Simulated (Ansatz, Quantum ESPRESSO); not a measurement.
# NaBe3 (Fm-3m): zone-centre phonons, part 2 of 3

Aim: the zone-centre modes of NaBe3 (Fm-3m).

Quantum ESPRESSO 7.5; DFT LDA, scalar-relativistic, plane waves, PseudoDojo norm-conserving pseudopotentials.

So far. Step 2 (A first look): No gap opens on this mesh, so smearing is kept; the start stands at -12 GPa. Step 4 (Self-consistent run for the response): The cell stands at -0.018 GPa, close enough for phonons. The relaxed cell has a = 5.651 Å (conventional setting).

The structure was built from a prototype and need not be the compound's stable phase.

## Step 5: Linear response at Γ

At q = 0 one unit cell holds all displacements; symmetry groups them into irreducible representations that are solved one by one. With smeared occupations no response to a homogeneous field can be asked.

Input file ph.in:

```
phonons
&INPUTPH
  prefix       = 'x'
  outdir       = './tmp'
  fildyn       = 'g.dyn'
  tr2_ph       = 1.0d-18
  alpha_mix(1) = 0.4
  nmix_ph      = 8
/
0.000000000000 0.000000000000 0.000000000000
```

On the command line:

```sh
$ OMP_NUM_THREADS=1 mpirun -n 4 ph.x -nk 4 -in ph.in > ph.out
```

Log:

```text
[banners, grids, parts of the stress and lines that vanish by symmetry left out]
[banner, memory and clock lines left out]
Program PHONON v.7.5

     ./tmp/x.save/

     IMPORTANT: XC functional enforced from input :
     Exchange-correlation= PW
                           (   1   4   0   0   0   0   0)
     Any further DFT definition will be discarded
     Please, verify this is what you really want

     G-vector sticks info

     Reading collected, re-writing distributed wavefunctions in ./tmp/

     Number and degeneracy of irreps per q-point
       N         xq(1)         xq(2)         xq(3)   N irreps
       1   0.000000000   0.000000000   0.000000000       4
        3   3   3   3

     Calculation of q =    0.0000000   0.0000000   0.0000000

     phonons

     bravais-lattice index     =            2
     lattice parameter (alat)  =      10.6796  a.u.
     unit-cell volume          =     304.5158 (a.u.)^3
     number of atoms/cell      =            4
     number of atomic types    =            2
     kinetic-energy cut-off    =      88.0000  Ry
     charge density cut-off    =     352.0000  Ry
     convergence threshold     =      1.0E-18
     beta                      =       0.4000
     number of iterations used =            8
     Exchange-correlation= PW
                           (   1   4   0   0   0   0   0)

     celldm(1)=   10.67964  celldm(2)=    0.00000  celldm(3)=    0.00000
     celldm(4)=    0.00000  celldm(5)=    0.00000  celldm(6)=    0.00000

     crystal axes: (cart. coord. in units of alat)
               a(1) = ( -0.5000  0.0000  0.5000 )
               a(2) = (  0.0000  0.5000  0.5000 )
               a(3) = ( -0.5000  0.5000  0.0000 )

     reciprocal axes: (cart. coord. in units 2 pi/alat)
               b(1) = ( -1.0000 -1.0000  1.0000 )
               b(2) = (  1.0000  1.0000  1.0000 )
               b(3) = ( -1.0000  1.0000 -1.0000 )

     Atoms inside the unit cell:

     Cartesian axes

     site n.  atom      mass           positions (alat units)
        1  Na     22.9898   tau(    1) = (    0.00000    0.00000    0.00000  )
        2  Be      9.0122   tau(    2) = (   -0.50000    0.50000    0.50000  )
        3  Be      9.0122   tau(    3) = (   -0.75000    0.75000    0.75000  )
        4  Be      9.0122   tau(    4) = (   -0.25000    0.25000    0.25000  )

     Computing dynamical matrix for
                    q = (   0.0000000   0.0000000   0.0000000 )

     49 Sym.Ops. (with q -> -q+G )

     G cutoff = 1016.9420  (  34015 G-vectors)     FFT grid: ( 45, 45, 45)

     number of k points=    29  Marzari-Vanderbilt smearing, width (Ry)=  0.0200
                       cart. coord. in units 2pi/alat
        k(    1) = (   0.0000000   0.0000000   0.0000000), wk =   0.0039062
        k(    2) = (  -0.1250000   0.1250000  -0.1250000), wk =   0.0312500
        k(    3) = (  -0.2500000   0.2500000  -0.2500000), wk =   0.0312500
        [... further k-points left out ...]

     PseudoPot. # 1 for Na read from file:
     ./pseudo/Na.upf
     Pseudo is Norm-conserving, Zval =  9.0
     Using radial grid of 1968 points,  4 beta functions with:
                l(1) =   0
                l(2) =   0
                l(3) =   1
                l(4) =   1

     PseudoPot. # 2 for Be read from file:
     ./pseudo/Be.upf
     Pseudo is Norm-conserving, Zval =  4.0
     Using radial grid of 1358 points,  4 beta functions with:
                l(1) =   0
                l(2) =   0
                l(3) =   1
                l(4) =   1

     Mode symmetry, O_h (m-3m)  point group:

     Atomic displacements:
     There are    4 irreducible representations

     Representation     1      3 modes -  To be done

     Representation     2      3 modes -  To be done

     Representation     3      3 modes -  To be done

     Representation     4      3 modes -  To be done

     Alpha used in Ewald sum =   2.8000

     Representation #   1 modes #   1   2   3

     Self-consistent Calculation
      iter #   1   av.it.:   5.8
      thresh= 1.000E-02 alpha_mix =  0.400 |ddv_scf|^2 =  2.238E-07
      iter #   2   av.it.:  12.0
      thresh= 4.731E-05 alpha_mix =  0.400 |ddv_scf|^2 =  2.402E-08
      iter #   3   av.it.:  12.7
      thresh= 1.550E-05 alpha_mix =  0.400 |ddv_scf|^2 =  1.131E-09
      iter #   4   av.it.:  12.8
      thresh= 3.363E-06 alpha_mix =  0.400 |ddv_scf|^2 =  7.712E-13
      iter #   5   av.it.:  12.4
      thresh= 8.782E-08 alpha_mix =  0.400 |ddv_scf|^2 =  2.400E-13
      iter #   6   av.it.:  13.1
      thresh= 4.899E-08 alpha_mix =  0.400 |ddv_scf|^2 =  6.936E-17
      iter #   7   av.it.:  13.7
      thresh= 8.328E-10 alpha_mix =  0.400 |ddv_scf|^2 =  1.037E-17
      iter #   8   av.it.:  13.7
      thresh= 3.221E-10 alpha_mix =  0.400 |ddv_scf|^2 =  7.045E-20

     End of self-consistent calculation

     Convergence has been achieved

     Representation #   2 modes #   4   5   6

     Self-consistent Calculation
      iter #   1   av.it.:   5.7
      thresh= 1.000E-02 alpha_mix =  0.400 |ddv_scf|^2 =  9.847E-08
      iter #   2   av.it.:  12.1
      thresh= 3.138E-05 alpha_mix =  0.400 |ddv_scf|^2 =  1.912E-08
      iter #   3   av.it.:  13.1
      thresh= 1.383E-05 alpha_mix =  0.400 |ddv_scf|^2 =  5.190E-10
      iter #   4   av.it.:  13.7
      thresh= 2.278E-06 alpha_mix =  0.400 |ddv_scf|^2 =  1.066E-11
      iter #   5   av.it.:  13.8
      thresh= 3.266E-07 alpha_mix =  0.400 |ddv_scf|^2 =  2.891E-13
      iter #   6   av.it.:  13.9
      thresh= 5.376E-08 alpha_mix =  0.400 |ddv_scf|^2 =  4.686E-14
[...]
End of self-consistent calculation

     Convergence has been achieved

     Representation #   3 modes #   7   8   9

     Self-consistent Calculation
[...]
End of self-consistent calculation

     Convergence has been achieved

     Representation #   4 modes #  10  11  12

     Self-consistent Calculation
[...]
iter #   3   av.it.:  13.1
      thresh= 4.257E-05 alpha_mix =  0.400 |ddv_scf|^2 =  2.038E-09
      iter #   4   av.it.:  14.1
      thresh= 4.515E-06 alpha_mix =  0.400 |ddv_scf|^2 =  3.236E-11
      iter #   5   av.it.:  13.9
      thresh= 5.688E-07 alpha_mix =  0.400 |ddv_scf|^2 =  7.389E-13
      iter #   6   av.it.:  13.8
      thresh= 8.596E-08 alpha_mix =  0.400 |ddv_scf|^2 =  8.395E-14
      iter #   7   av.it.:  14.4
      thresh= 2.897E-08 alpha_mix =  0.400 |ddv_scf|^2 =  1.473E-16
      iter #   8   av.it.:  13.7
      thresh= 1.214E-09 alpha_mix =  0.400 |ddv_scf|^2 =  2.671E-17
      iter #   9   av.it.:  14.0
      thresh= 5.168E-10 alpha_mix =  0.400 |ddv_scf|^2 =  4.290E-20

     End of self-consistent calculation

     Convergence has been achieved

     Number of q in the star =    1
     List of q in the star:
          1   0.000000000   0.000000000   0.000000000

     Diagonalizing the dynamical matrix

     q = (    0.000000000   0.000000000   0.000000000 )

 **************************************************************************
     freq (    1) =       0.231712 [THz] =       7.729070 [cm-1]
     freq (    2) =       0.231712 [THz] =       7.729070 [cm-1]
     freq (    3) =       0.231712 [THz] =       7.729070 [cm-1]
     freq (    4) =       5.171870 [THz] =     172.515018 [cm-1]
     freq (    5) =       5.171870 [THz] =     172.515018 [cm-1]
     freq (    6) =       5.171870 [THz] =     172.515018 [cm-1]
     freq (    7) =      10.651352 [THz] =     355.290850 [cm-1]
     freq (    8) =      10.651352 [THz] =     355.290850 [cm-1]
     freq (    9) =      10.651352 [THz] =     355.290850 [cm-1]
     freq (   10) =      13.300458 [THz] =     443.655524 [cm-1]
     freq (   11) =      13.300458 [THz] =     443.655524 [cm-1]
     freq (   12) =      13.300458 [THz] =     443.655524 [cm-1]
 **************************************************************************

     Mode symmetry, O_h (m-3m)  point group:

     freq (   1-   3) =          7.7  [cm-1]   --> T_1u G_15  G_4- I
     freq (   4-   6) =        172.5  [cm-1]   --> T_2g G_25' G_5+ R
     freq (   7-   9) =        355.3  [cm-1]   --> T_1u G_15  G_4- I
     freq (  10-  12) =        443.7  [cm-1]   --> T_1u G_15  G_4- I
```

Elapsed: 4.5 min, on 4 MPI ranks of Arm Neoverse V1, shared host; 18 min of CPU time.

Numbers from this step:

```
largest acoustic frequency at the zone centre before the sum rule : 7.73 cm⁻¹
highest optical zone-centre mode (no LO-TO term)                  : 443.7 cm⁻¹
lowest optical zone-centre mode                                   : 172.5 cm⁻¹
```

The acoustic modes at Γ come out as far as 7.7 cm⁻¹ from zero, where they should vanish, a small numerical error.

## Step 6: Zone-centre analysis

A rigid shift of the crystal must cost nothing, but grids and finite bases break this; the acoustic sum rule is imposed before the matrix is diagonalised again.

Input file dynmat.in:

```
&INPUT
  fildyn = 'g.dyn'
  asr    = 'simple'
  fileig = 'dynmat.eig'
/
```

On the command line:

```sh
$ dynmat.x -in dynmat.in > dynmat.out
```

Log:

```text
[banner, memory and clock lines left out]
Program DYNMAT v.7.5

     Reading Dynamical Matrix from file g.dyn
     ...Force constants read
     ...epsilon and Z* not read (not found on file)
     A direction for q was not specified:TO-LO splitting will be absent

     Polarizability (A^3 units)
     multiply by 1.000000 for Clausius-Mossotti correction
         0.000000    0.000000    0.000000
         0.000000    0.000000    0.000000
         0.000000    0.000000    0.000000

     IR activities are in (D/A)^2/amu units

# mode   [cm-1]    [THz]      IR
    1     -0.00   -0.0000    0.0000
    2     -0.00   -0.0000    0.0000
    3      0.00    0.0000    0.0000
    4    172.47    5.1706    0.0000
    5    172.47    5.1706    0.0000
    6    172.47    5.1706    0.0000
    7    355.25   10.6500    0.0000
    8    355.25   10.6500    0.0000
    9    355.25   10.6500    0.0000
   10    443.60   13.2988    0.0000
   11    443.60   13.2988    0.0000
   12    443.60   13.2988    0.0000

[end of the log left out, with the tail of the file of modes that dynmat.x writes under the same name]
```

Run time: 0.46 s. Hardware: 1 thread.

This step gave:

| Property | Result |
| --- | --- |
| highest optical zone-centre mode (no LO-TO term) | 443.6 cm⁻¹ |

Unit eigenvectors of the mass-weighted matrix after the sum rule; no LO-TO term. The modes at Γ (shares of kinetic energy by element, %):

```csv
mode,frequency (cm⁻¹),symmetry,Na %,Be %
1,0.0,acoustic,46,54
2,0.0,acoustic,46,54
3,0.0,acoustic,46,54
4,172.5,T2g,0,100
5,172.5,T2g,0,100
6,172.5,T2g,0,100
7,355.2,T1u,21,79
8,355.2,T1u,21,79
9,355.2,T1u,21,79
10,443.6,T1u,33,67
11,443.6,T1u,33,67
12,443.6,T1u,33,67
```

Displacements in mode 4 (172.5 cm⁻¹), the largest set to 1:
```
Na1  0.00  0.00  0.00
Be2  0.00  0.00  0.00
Be3 -0.30  1.00 -0.02
Be4  0.30 -1.00  0.02
```

Displacements in mode 11 (443.6 cm⁻¹), the largest set to 1:
```
Na1  0.00  0.00  0.65
Be2  0.00  0.00  0.35
Be3  0.00  0.00 -1.00
Be4  0.00  0.00 -1.00
```

The rule moves no optical mode by more than 0.1 cm⁻¹.

## Step 7: Sum rules set otherwise (asr no)

Without the rule the raw error of the acoustic modes shows.

Input file dynmat.in:

```
&INPUT
  fildyn = 'g.dyn'
  asr    = 'no'
  fileig = 'dynmat.eig'
/
```

On the command line:

```sh
$ dynmat.x -in dynmat.in > dynmat.out
```

Log:

```text
[banner, memory and clock lines left out]
Program DYNMAT v.7.5

     Reading Dynamical Matrix from file g.dyn
     ...Force constants read
     ...epsilon and Z* not read (not found on file)
     A direction for q was not specified:TO-LO splitting will be absent

     Polarizability (A^3 units)
     multiply by 1.000000 for Clausius-Mossotti correction
         0.000000    0.000000    0.000000
         0.000000    0.000000    0.000000
         0.000000    0.000000    0.000000

     IR activities are in (D/A)^2/amu units

# mode   [cm-1]    [THz]      IR
    1      7.73    0.2317    0.0000
    2      7.73    0.2317    0.0000
    3      7.73    0.2317    0.0000
    4    172.52    5.1719    0.0000
    5    172.52    5.1719    0.0000
    6    172.52    5.1719    0.0000
    7    355.29   10.6514    0.0000
    8    355.29   10.6514    0.0000
    9    355.29   10.6514    0.0000
   10    443.66   13.3005    0.0000
   11    443.66   13.3005    0.0000
   12    443.66   13.3005    0.0000

[end of the log left out, with the tail of the file of modes that dynmat.x writes under the same name]
```

It took 0.45 s on 1 thread.

This step gave:

* highest optical zone-centre mode (no LO-TO term): 443.7 cm⁻¹

Zone-centre frequencies as printed; negative means imaginary. Modes:

```csv
mode,frequency (cm⁻¹)
1,7.73
2,7.73
3,7.73
4,172.5
5,172.5
6,172.5
7,355.3
8,355.3
9,355.3
10,443.7
11,443.7
12,443.7
```

Against the first rule no mode moves by more than 7.8 cm⁻¹.

## Step 8: Sum rules set otherwise (asr crystal)

The rule can be imposed in more than one way; the choices should agree where the raw error is small.

Input file dynmat.in:

```
&INPUT
  fildyn = 'g.dyn'
  asr    = 'crystal'
  fileig = 'dynmat.eig'
/
```

On the command line:

```sh
$ dynmat.x -in dynmat.in > dynmat.out
```

Log:

```text
[banner, memory and clock lines left out]
Program DYNMAT v.7.5

     Reading Dynamical Matrix from file g.dyn
     ...Force constants read
     ...epsilon and Z* not read (not found on file)
     Acoustic Sum Rule: || Z*(ASR) - Z*(orig)|| =    0.000000E+00
     Acoustic Sum Rule: ||dyn(ASR) - dyn(orig)||=    2.262250E-04
     A direction for q was not specified:TO-LO splitting will be absent

     Polarizability (A^3 units)
     multiply by 1.000000 for Clausius-Mossotti correction
         0.000000    0.000000    0.000000
         0.000000    0.000000    0.000000
         0.000000    0.000000    0.000000

     IR activities are in (D/A)^2/amu units

# mode   [cm-1]    [THz]      IR
    1     -0.00   -0.0000    0.0000
    2     -0.00   -0.0000    0.0000
    3     -0.00   -0.0000    0.0000
    4    172.52    5.1719    0.0000
    5    172.52    5.1719    0.0000
    6    172.52    5.1719    0.0000
    7    355.32   10.6522    0.0000
    8    355.32   10.6522    0.0000
    9    355.32   10.6522    0.0000
   10    443.69   13.3016    0.0000
   11    443.69   13.3016    0.0000
   12    443.69   13.3016    0.0000

[end of the log left out, with the tail of the file of modes that dynmat.x writes under the same name]
```

Wall time 0.45 s (1 thread).

Zone-centre frequencies as printed; negative means imaginary. Modes:

```csv
mode,frequency (cm⁻¹)
1,0
2,0
3,0
4,172.5
5,172.5
6,172.5
7,355.3
8,355.3
9,355.3
10,443.7
11,443.7
12,443.7
```

Against the first rule no mode moves by more than 0.1 cm⁻¹.

(Continued in part 3 of 3.)

[Host names and launcher messages were left out of these logs when they were recorded.]

[Logs are printed without paths, hosts, clocks, repeated set-up lines and the standing remarks that a program may print on its own settings, such as how far it seeks lower states.]

[Hosts, paths, dates, database ids (printed as entryN), source tags and the programs' standing remarks are cut or masked in the printed files.]
